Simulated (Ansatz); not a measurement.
**CaGeS3 (model cell, started as cubic perovskite with Ge in the octahedra): following an unstable mode**

Wanted: the energy along a soft mode of CaGeS3 (model cell, started as cubic perovskite with Ge in the octahedra) and the structure at the end.

Calculated with Ansatz 0.2.0; DFT PBEsol, scalar-relativistic, plane waves, PAW; PAW set soft_1.

The structure was built from a prototype and need not be the compound's stable phase.

### 1. Set-up

It takes space group Pm-3m (No. 221, cubic). Conventional cell: a = 4.701 Å, b = 4.701 Å, c = 4.701 Å, α = 90.00°, β = 90.00°, γ = 90.00°. Nearest to Ca lie 12 S at 3.32 Å. Nearest to Ge lie 6 S at 2.35 Å. Nearest to S lie 2 Ge at 2.35 Å and 4 Ca at 3.32 Å. Farther neighbours and most contacts between anions are not listed.

Structure file:

```cif
data_structure
_symmetry_space_group_name_H-M 'P 1'
_symmetry_Int_Tables_number 1
_cell_length_a 4.7008
_cell_length_b 4.7008
_cell_length_c 4.7008
_cell_angle_alpha 90.000
_cell_angle_beta 90.000
_cell_angle_gamma 90.000
_cell_volume 103.87
loop_
_atom_site_label
_atom_site_type_symbol
_atom_site_fract_x
_atom_site_fract_y
_atom_site_fract_z
_atom_site_occupancy
Ca1 Ca 0.00000 0.00000 0.00000 1
Ge2 Ge 0.50000 0.50000 0.50000 1
S3 S 0.50000 0.50000 0.00000 1
S4 S 0.50000 0.00000 0.50000 1
S5 S 0.00000 0.50000 0.50000 1
```

### 2. The dispersion

The cell comes from relaxations at this level that are not shown. Stability and thermal properties need the whole zone. Linear response on a 4×4×4 q mesh gives force constants as far as a supercell of that size would.

input.yaml reads:

```yaml
crystal:
  lattice:
    - [4.7007771819, 0.0, 0.0]
    - [0.0, 4.7007771819, 0.0]
    - [0.0, 0.0, 4.7007771819]
  atoms:
    - { symbol: Ca, position: [0.0, 0.0, 0.0] }
    - { symbol: Ge, position: [0.5, 0.5, 0.5] }
    - { symbol: S, position: [0.5, 0.5, 0.0] }
    - { symbol: S, position: [0.5, 0.0, 0.5] }
    - { symbol: S, position: [0.0, 0.5, 0.5] }
kpoints:
  mp_grid: { grid: [8, 8, 8] }
hamiltonian:
  xc: pbesol
  pseudopotentials: { kind: paw, azcp: { folder: soft_1 }, xc_functional: pbe }
scf:
  occupations: { method: methfessel_paxton, width: 0.2 }
output:
  eigenvalues: true
phonons:
  method: dfpt
  qmesh: [4, 4, 4]
  temperatures: { t_max: 1000, t_step: 50 }
  qpath:
    path:
      - [[0.0, 0.0, 0.0], [0.0, 0.5, 0.0], [0.5, 0.5, 0.0], [0.0, 0.0, 0.0], [0.5, 0.5, 0.5], [0.0, 0.5, 0.0]]
      - [[0.5, 0.5, 0.5], [0.5, 0.5, 0.0]]
    npoints: 10
```

Command:

```console
$ ansatz run input.yaml --threads 4 --pin off --max-ram 16384MiB --backend cpu --events-out ev --progress --plain --runs-dir out
```

Numbers of over 12 decimals in the logs are rounded to 6 here.

Output:

```text
Engine: ansatz 0.2.0, aarch64-unknown-linux-gnu
Pseudopotentials: kind: paw
Pseudopotential: Ca, paw, valence charge 10, recommended cutoff 420 eV (normal), soft_1/Ca.paw.azcp
Pseudopotential: Ge, paw, valence charge 14, recommended cutoff 420 eV (normal), soft_1/Ge.paw.azcp
Pseudopotential: S, paw, valence charge 6, recommended cutoff 420 eV (normal), soft_1/S.paw.azcp
Functional definition: PBEsol
  exchange = pbesol_x
  correlation = pbesol_c
Crystal: 5 atoms, lattice volume = 103.875 Å³
Basis set: ecut = 420 eV, 2007 PW (Γ), exchange–correlation on 64×64×64 points (8 copies of the dense FFT grid, shifted against one another)
Bands: 26, of which v1, the nominal top of the filled ones, is band 21 counted from 1 (20 counted from 0)
Symmetry: 48 space group operations
k-points: 35 of 512
Non-local potential: Ca, projectors of the file, l = 0: 3, l = 1: 2, l = 2: 2
Non-local potential: Ge, projectors of the file, l = 0: 2, l = 1: 2, l = 2: 3, l = 3: 1
Non-local potential: S, projectors of the file, l = 0: 2, l = 1: 2, l = 2: 1
PAW form: soft (Blöchl's): semilocal exchange-correlation on the pseudo side does not see the compensation charge
PAW frozen core: Ca, regenerated for the run's functional, and the local potential with it (the file was generated under x = pbe(κ = 0.804, μ = 0.219515), c = pbe(β = 0.066725))
PAW frozen core: Ge, regenerated for the run's functional, and the local potential with it (the file was generated under x = pbe(κ = 0.804, μ = 0.219515), c = pbe(β = 0.066725))
PAW frozen core: S, regenerated for the run's functional, and the local potential with it (the file was generated under x = pbe(κ = 0.804, μ = 0.219515), c = pbe(β = 0.066725))
PAW one-centre angular grid: Ca, 110 points (default); XC on 64 Gauss nodes
PAW one-centre angular grid: Ge, 590 points (default); XC on 64 Gauss nodes
PAW one-centre angular grid: S, 110 points (default); XC on 64 Gauss nodes
Initial density: superposition of atomic densities (chi_scale 0.1, normalization cell, long waves kept (reshape's long-wave potential 0.01 eV rms))
Initial wavefunctions: pseudopotential atomic-orbital guess
Functional: x = pbesol(κ = 0.804, μ = 0.123457), c = pbesol(β = 0.046)
SCF iter   1: F=—  HF=-8706.219846 eV  |F-HF|=—  |Δ(HF+E_count)|=         —  Δρ=3.86e-2  dr2=2.77e0  ethr=3.10e-3  ⟨swp⟩=8.4  Hψ=4790  notcnv=0
preconditioner: auto → Kerker (q_TF=auto, 2.346 Å⁻¹)  [metal: Δε(μ)=0.013 eV  Ē_g=7.310 eV  σ=0.200 eV  W_gap=0.06  n_scr=26 (ndim 8)  ℏωp=17.8 eV  f_vac=0.000  D(μ)=2.32/eV (n_scr^D=18)]
SCF iter   2: F=—  HF=-8705.569727 eV  |F-HF|=—  |Δ(HF+E_count)|=   6.50e-1  S|Δr|=    0.00e0  Δρ=2.03e-2  dr2=8.42e-1  ethr=3.10e-3  ⟨swp⟩=3.0  Hψ=1998  notcnv=0  defer=19
SCF iter   3: F=—  HF=-8705.312464 eV  |F-HF|=—  |Δ(HF+E_count)|=   2.57e-1  S|Δr|=    0.00e0  Δρ=5.14e-3  dr2=7.56e-2  ethr=2.01e-3  ⟨swp⟩=3.3  Hψ=2300  notcnv=0  defer=19
SCF iter   4: F=—  HF=-8705.290746 eV  |F-HF|=—  |Δ(HF+E_count)|=   2.17e-2  S|Δr|=    0.00e0  Δρ=1.85e-3  dr2=7.30e-3  ethr=1.80e-4  ⟨swp⟩=2.2  Hψ=1855  notcnv=0  defer=18
SCF iter   5: F=—  HF=-8705.287241 eV  |F-HF|=—  |Δ(HF+E_count)|=   3.51e-3  S|Δr|=    0.00e0  Δρ=1.09e-3  dr2=1.96e-3  ethr=1.74e-5  ⟨swp⟩=2.0  Hψ=1561  notcnv=0  defer=18
SCF iter   6: F=—  HF=-8705.286797 eV  |F-HF|=—  |Δ(HF+E_count)|=   4.44e-4  S|Δr|=    0.00e0  Δρ=3.66e-4  dr2=3.10e-4  ethr=4.67e-6  ⟨swp⟩=2.3  Hψ=1543  notcnv=0  defer=17
SCF iter   7: F=—  HF=-8705.286749 eV  |F-HF|=—  |Δ(HF+E_count)|=   4.77e-5  S|Δr|=    0.00e0  Δρ=7.53e-5  dr2=1.26e-5  ethr=7.38e-7  ⟨swp⟩=2.9  Hψ=1643  notcnv=0  defer=17
SCF iter   8: F=—  HF=-8705.286752 eV  |F-HF|=—  |Δ(HF+E_count)|=   2.10e-6  S|Δr|=    0.00e0  Δρ=1.16e-5  dr2=2.60e-7  ethr=3.01e-8  ⟨swp⟩=2.1  Hψ=1390  notcnv=0  defer=17
SCF iter   9: F=—  HF=-8705.286750 eV  |F-HF|=—  |Δ(HF+E_count)|=   1.41e-6  S|Δr|=    0.00e0  Δρ=2.38e-6  dr2=8.99e-9  ethr=6.20e-10  ⟨swp⟩=2.5  Hψ=1659  notcnv=0  defer=17
SCF iter  10: F=—  HF=-8705.286750 eV  |F-HF|=—  |Δ(HF+E_count)|=  5.84e-10  S|Δr|=    0.00e0  Δρ=5.57e-7  dr2=3.81e-10  ethr=2.14e-11  ⟨swp⟩=2.0  Hψ=1595  notcnv=0  defer=17
SCF iter  11: F=—  HF=-8705.286750 eV  |F-HF|=—  |Δ(HF+E_count)|=  1.82e-11  S|Δr|=    0.00e0  Δρ=1.88e-7  dr2=5.01e-11  ethr=1.00e-12  ⟨swp⟩=2.7  Hψ=1480  notcnv=0  defer=17
SCF iter  12: F=-8705.286750 eV  HF=-8705.286750 eV  |F-HF|=0.00e0  |Δ(HF+E_count)|=  3.64e-12  S|Δr|=    0.00e0  Δρ=4.70e-8  dr2=3.37e-12  ethr=1.00e-12  ⟨swp⟩=11.5  Hψ=5292  notcnv=0
SCF 1 converged in 12 iterations: F = -8705.286750 eV  dr2 = 3.37e-12
  greatest PAW one-centre occupation: 0.999 electrons in one spin orbital (limit 2), on the Ge atom at site 1 (counted from 0), in its partial waves of l = 2
Initial density: read from a saved state, or passed on in memory by an earlier SCF of this step, an earlier step, the calling program or the single point that the run made first
iter 1 solved again at ethr=4.76e-7 eV; its pass at ethr=3.10e-3 eV (dr2=2.00e-4 eV) is discarded
SCF iter   1: F=—  HF=-8705.286754 eV  |F-HF|=—  |Δ(HF+E_count)|=         —  Δρ=6.98e-7  dr2=8.34e-10  ethr=4.76e-7  ⟨swp⟩=3.9  Hψ=7384  notcnv=0
eigensolver tolerance schedule: the retry pair's looser diagonalisation over-reported the residual by 239542.62 of it (diagonalisation noise at an unbounded share of the residual, at the tolerance the schedule requests for it); recorded, not acted on — ethr = c·dr2/N_el stays at c = 1.0e-1
preconditioner: auto → Kerker (q_TF=auto, 2.346 Å⁻¹)  [metal: Δε(μ)=0.019 eV  Ē_g=8.677 eV  σ=0.200 eV  W_gap=0.08  n_scr=26 (ndim 8)  ℏωp=17.8 eV  f_vac=0.000  D(μ)=3.04/eV (n_scr^D=18)]
SCF iter   2: F=—  HF=-8705.286750 eV  |F-HF|=—  |Δ(HF+E_count)|=   3.58e-6  S|Δr|=    0.00e0  Δρ=3.79e-7  dr2=2.25e-10  ethr=1.99e-12  ⟨swp⟩=4.8  Hψ=2981  notcnv=0
SCF iter   3: F=—  HF=-8705.286750 eV  |F-HF|=—  |Δ(HF+E_count)|=  5.46e-11  S|Δr|=    0.00e0  Δρ=2.20e-7  dr2=7.14e-11  ethr=1.00e-12  ⟨swp⟩=1.1  Hψ=914  notcnv=0
SCF iter   4: F=—  HF=-8705.286750 eV  |F-HF|=—  |Δ(HF+E_count)|=  1.82e-11  S|Δr|=    0.00e0  Δρ=1.25e-7  dr2=2.35e-11  ethr=1.00e-12  ⟨swp⟩=1.0  Hψ=910  notcnv=0
SCF iter   5: F=-8705.286750 eV  HF=-8705.286750 eV  |F-HF|=3.64e-12  |Δ(HF+E_count)|=  3.64e-12  S|Δr|=    0.00e0  Δρ=4.92e-8  dr2=3.77e-12  ethr=1.00e-12  ⟨swp⟩=4.9  Hψ=2704  notcnv=0
SCF 2 converged in 5 iterations: F = -8705.286750 eV  dr2 = 3.77e-12
phonons: the bands overlap, so this run is a metal and interpolates without the dipole-dipole term. If the crystal is really an insulator or semiconductor, its LO-TO splitting is missing
NSCF: frozen V_eff on 35 k-points
NSCF: frozen V_eff on 125 k-points
DFPT response loops at q = (0, 0, 0) (fractional): preconditioner auto → Kerker (q_TF=auto, 2.346 Å⁻¹) (partly filled bands, converged f_vac=0.000); β = 1.00, the filter's whole step (`scf.mixing.beta` (0.50) is not read by the response loops under this deck's `scf.mixing.preconditioner`; to damp them name `kerker` or `kerker_dos`, under which they read `scf.mixing.beta`, and type it under 1.00, their step now; both keys bind the ground state too); Broyden in place of MSR1
NSCF: frozen V_eff on 400 k-points
DFPT response loops at q = (0, 0, 0.25) (fractional): mixed as the last ones told, above
NSCF: frozen V_eff on 250 k-points
DFPT response loops at q = (0, 0, -0.5) (fractional): mixed as the last ones told, above
NSCF: frozen V_eff on 640 k-points
DFPT response loops at q = (0, 0.25, 0.25) (fractional): mixed as the last ones told, above
NSCF: frozen V_eff on 400 k-points
DFPT response loops at q = (0, 0.25, -0.5) (fractional): mixed as the last ones told, above
NSCF: frozen V_eff on 250 k-points
DFPT response loops at q = (0, -0.5, -0.5) (fractional): mixed as the last ones told, above
NSCF: frozen V_eff on 1024 k-points
DFPT response loops at q = (0.25, 0.25, 0.25) (fractional): mixed as the last ones told, above
NSCF: frozen V_eff on 640 k-points
DFPT response loops at q = (0.25, 0.25, -0.5) (fractional): mixed as the last ones told, above
NSCF: frozen V_eff on 400 k-points
DFPT response loops at q = (0.25, -0.5, -0.5) (fractional): mixed as the last ones told, above
NSCF: frozen V_eff on 250 k-points
DFPT response loops at q = (-0.5, -0.5, -0.5) (fractional): mixed as the last ones told, above
SCF converged after 12 iterations
Stability not checked: this state was not tested for a lower state beside it, because cold or Methfessel-Paxton smearing, or corrected tetrahedra, fill the levels in a way that the test cannot read (fill_not_monotonic; see scf.lower_state_search)
Free energy (F): -8705.286750 eV
Harris-Foulkes:  -8705.286750 eV  (|F-HF|=0.00e0)
Internal energy: -8705.275340 eV  (E = F + TS)
E sigma→0 (E₀):  -8705.283898 eV
Entropy (-TS):   -0.011410 eV (-2.282 meV/atom)
Fermi energy:    7.280752 eV
--- Per-component energies (eV) ---
  E_band       = -292.122245
  E_kinetic    = 662.866519
  E_local      = -3578.759881  (includes V_loc(G=0)·N_el)
  E_nonlocal   = 415.740226
  E_hartree    = 1537.323911
  E_xc         = -462.056574
  E_vxc        = -471.366434  (∫ρ·V_xc dr)
  E_paw        = -4594.083082  (= ΣΔE_a)
  E_vpaw       = -395.250537  (= ΣTr[D̂ρ^β])
  E_aug_tail   = 0.000009  (compensation charges beyond the density's cutoff)
  E_ewald      = -2687.529049
  E_core_change = 1.222580  (= ΣΔE_core)
  E_smearing   = -0.011410  (= −TS)
  E_closure    = 0.000000  (closes the sum)
  Σ components = -8705.286750   (vs F -8705.286750, Δ=0.00e0)
--- Band table (eV; the first three rows and the last of 35) ---
  k-point 0: bands = [... 17 lower, 6.1709, 6.1709, 6.4299, 6.4299, 6.4299, 10.0417, 10.0417, 10.2605, ... 1 higher]
  k-point 1: bands = [... 17 lower, 6.0324, 6.0324, 6.2548, 6.3569, 6.3569, 10.1601, 10.3113, 10.4442, ... 1 higher]
  k-point 2: bands = [... 17 lower, 5.6649, 5.6706, 6.2183, 6.2615, 6.2615, 10.4650, 10.5854, 10.9119, ... 1 higher]
  k-point 34: bands = [... 17 lower, 6.1094, 7.6934, 7.6934, 7.6934, 9.7036, 9.7036, 9.7036, 9.7245, ... 1 higher]
--- Phonons (Γ-DFPT): 4 representative perturbations + reference (Σ response iterations 12) ---
  ASR residual: 1.023e-5 → 0.000e0 eV/Å²; symmetrization residual: 7.831e-6 eV/Å²
  ASR residual per site (eV/Å²): 1.50e-6 6.16e-6 1.02e-5 1.02e-5 1.02e-5
  Γ frequencies (cm⁻¹): -127.68 -127.68 -127.68 -92.75 -92.75 -92.75 -15.79 -15.79 -15.79 0.00 0.00 0.00 317.78 317.78 317.78
--- Phonons (arbitrary-q DFPT): 10 irreducible q on the 4×4×4 mesh ---
  q = [0.0000, 0.0000, 0.0000] (star 1, of the zone-centre solve; hermiticity 1.61e-6, symmetrization 4.53e-12): -127.68 -127.68 -127.68 -92.75 -92.75 -92.75 -15.79 -15.79 -15.79 -0.00 0.00 0.00 317.78 317.78 317.78
  q = [0.0000, 0.0000, 0.2500] (star 6, 9 solved perturbations in 1560 linear systems a pass and spin channel, the states on 200 of 512 k-point pairs; hermiticity 1.23e-6, symmetrization 2.78e-12): -140.31 -121.85 -121.85 -118.70 -96.69 -96.69 -24.31 -20.05 -20.05 41.26 41.26 133.82 283.74 317.47 317.47
  q = [0.0000, 0.0000, -0.5000] (star 3, 9 solved perturbations in 975 linear systems a pass and spin channel, the states on 125 of 512 k-point pairs; hermiticity 1.74e-6, symmetrization 1.83e-8): -143.98 -130.26 -125.00 -125.00 -96.63 -96.63 -33.91 -33.91 12.01 49.48 49.48 200.84 309.26 318.76 318.76
  q = [0.0000, 0.2500, 0.2500] (star 12, 9 solved perturbations in 2460 linear systems a pass and spin channel, the states on 320 of 512 k-point pairs; hermiticity 1.16e-6, symmetrization 8.11e-14): -159.82 -134.98 -115.38 -114.70 -99.76 -80.97 -28.05 -25.41 30.79 55.73 139.08 145.02 274.06 310.41 317.03
  q = [0.0000, 0.2500, -0.5000] (star 12, 15 solved perturbations on 200 of 512 k-point pairs; hermiticity 1.48e-6, symmetrization 1.06e-7): -165.42 -155.34 -125.96 -118.94 -96.62 -40.49 -8.39 31.57 60.80 66.20 147.91 205.92 281.68 318.52 326.78
  q = [0.0000, -0.5000, -0.5000] (star 3, 9 solved perturbations in 975 linear systems a pass and spin channel, the states on 125 of 512 k-point pairs; hermiticity 1.03e-6, symmetrization 8.80e-9): -165.51 -165.51 -156.90 -107.41 -107.41 -46.79 55.32 55.32 65.02 105.77 210.65 210.65 274.03 316.23 319.51
  q = [0.2500, 0.2500, 0.2500] (star 8, 4 solved perturbations in 1376 linear systems a pass and spin channel, the states on 512 of 512 k-point pairs; hermiticity 1.14e-6, symmetrization 3.57e-12): -154.55 -154.55 -150.38 -104.51 -104.51 -59.08 -14.92 59.04 59.04 143.91 143.91 154.48 277.53 277.53 340.76
  q = [0.2500, 0.2500, -0.5000] (star 12, 9 solved perturbations in 2460 linear systems a pass and spin channel, the states on 320 of 512 k-point pairs; hermiticity 1.49e-6, symmetrization 5.87e-8): -166.48 -165.85 -149.00 -103.39 -102.11 -69.28 71.96 82.71 85.98 147.92 155.86 210.19 276.98 282.36 354.58
  q = [0.2500, -0.5000, -0.5000] (star 6, 9 solved perturbations in 1560 linear systems a pass and spin channel, the states on 200 of 512 k-point pairs; hermiticity 1.03e-6, symmetrization 3.92e-8): -167.11 -167.11 -161.57 -103.59 -103.59 -80.76 94.97 94.97 110.30 155.29 214.71 214.71 270.69 273.04 360.33
  q = [-0.5000, -0.5000, -0.5000] (star 1, 4 solved perturbations in 350 linear systems a pass and spin channel, the states on 125 of 512 k-point pairs; hermiticity 7.40e-7, symmetrization 5.10e-9): -166.86 -166.86 -166.86 -101.96 -101.96 -101.96 114.80 114.80 114.80 219.98 219.98 219.98 268.35 268.35 375.92
  sum rule: each row above includes the acoustic sum rule's correction from the zone centre's row sums; it moved no ω² by more than (0.29 cm⁻¹)²
  mesh force constants: q→R imaginary residual 5.80e-19; ASR residual 1.023e-5 → 0.000e0 eV/Å²; symmetrization residual 1.599e-14 eV/Å²
  interpolated dispersion: 62 rows × 15 modes
  density of states and harmonic sums: on the 16×16×16 q-mesh, interpolated from the force constants of a 4×4×4 supercell (no non-analytic term)
  largest difference from the sums on the solved wave vectors: F 7.45e-2 eV, S 9.65e-5 and C_V 2.20e-5 eV/K
  zero-point energy: 0.090775 eV/cell   skipped modes (ω ≤ 0): 1158, of them read as no rigid motion or as one in doubt: 1155 (6.900e0 modes/cell left out, lowest -167.40 cm⁻¹)   left out of the sums: 4.60e-1 of the cell's modes: C_V's classical limit lies that fraction below 3 k_B per atom; for a crystal, a wire or a layer, F and S can be off by more, and a phonons.interpolated_qmesh denser along its periods is the remedy for the sampling
```

Elapsed: 18 min, on 4 threads of Arm Neoverse V1, shared host; peak memory 3.1 GiB; 70 min of CPU time.

Reading the cycles: dr2 is the Hartree energy of the density residual (eV), the measure of convergence; HF is the Harris–Foulkes estimate of the energy, which meets the free energy F at convergence.

This step gave:

- volume per atom: 20.77 Å³
- gap on the k-mesh: 0 eV
- sum-rule residual before enforcement: 1.02e-5 eV/Å²
- lowest frequency on the path: -167.4 cm⁻¹
- point group: m-3m
- highest frequency on the path or at a solved wavevector: 375.9 cm⁻¹
- highest optical mode at the zone centre (no LO-TO term): 317.8 cm⁻¹
- lowest optical zone-centre mode: -127.7 cm⁻¹
- lowest mode on the q mesh (acoustic modes at Γ apart): -167.1 cm⁻¹

Frequencies (cm⁻¹) solved at each irreducible wavevector; negative means imaginary. Frequencies by wavevector, by row:

```csv
q in reciprocal lattice units,star,mode 1,mode 2,mode 3,mode 4,mode 13,mode 14,mode 15
0 0 0,1,-127.7,-127.7,-127.7,-92.8,317.8,317.8,317.8
0 0 0.25,6,-140.3,-121.8,-121.8,-118.7,283.7,317.5,317.5
0 0 -0.5,3,-144,-130.3,-125,-125,309.3,318.8,318.8
0 0.25 0.25,12,-159.8,-135,-115.4,-114.7,274.1,310.4,317
0 0.25 -0.5,12,-165.4,-155.3,-126,-118.9,281.7,318.5,326.8
0 -0.5 -0.5,3,-165.5,-165.5,-156.9,-107.4,274,316.2,319.5
0.25 0.25 0.25,8,-154.6,-154.6,-150.4,-104.5,277.5,277.5,340.8
0.25 0.25 -0.5,12,-166.5,-165.8,-149,-103.4,277,282.4,354.6
0.25 -0.5 -0.5,6,-167.1,-167.1,-161.6,-103.6,270.7,273,360.3
-0.5 -0.5 -0.5,1,-166.9,-166.9,-166.9,-102,268.4,268.4,375.9
```

Interpolated from a 4×4×4 q mesh. Phonon branches along the path, in cm⁻¹:

```csv
point,branch 1,branch 2,branch 3,branch 4,branch 12,branch 13,branch 14,branch 15
Γ,-128,-128,-128,-93,0,318,318,318
halfway,-140,-122,-122,-119,134,284,318,318
X,-144,-130,-125,-125,201,309,319,319
halfway,-165,-155,-126,-119,206,282,318,327
M,-166,-166,-157,-107,211,274,316,320
halfway,-160,-135,-115,-115,145,274,310,317
Γ,-128,-128,-128,-93,0,318,318,318
halfway,-155,-155,-150,-104,154,278,278,341
R,-167,-167,-167,-102,220,268,268,376
halfway,-166,-166,-149,-103,210,277,282,355
X,-144,-130,-125,-125,201,309,319,319
jump to R,-167,-167,-167,-102,220,268,268,376
halfway,-167,-167,-162,-104,215,271,273,360
M,-166,-166,-157,-107,211,274,316,320
```

Symmetry leaves 10 wavevectors to solve. The lowest mode among them, the acoustic zeros apart, lies at q = (0.25, -0.5, -0.5) and is imaginary, 167.1i cm⁻¹, so the energy falls along it.

(Continued in part 2 of 3.)

[Logs are printed without paths, hosts, clocks, repeated set-up lines and the standing remarks that a program may print on its own settings, such as how far it seeks lower states.]

[Hosts, paths, dates, database ids (printed as entryN), source tags and the programs' standing remarks are cut or masked in the printed files.]
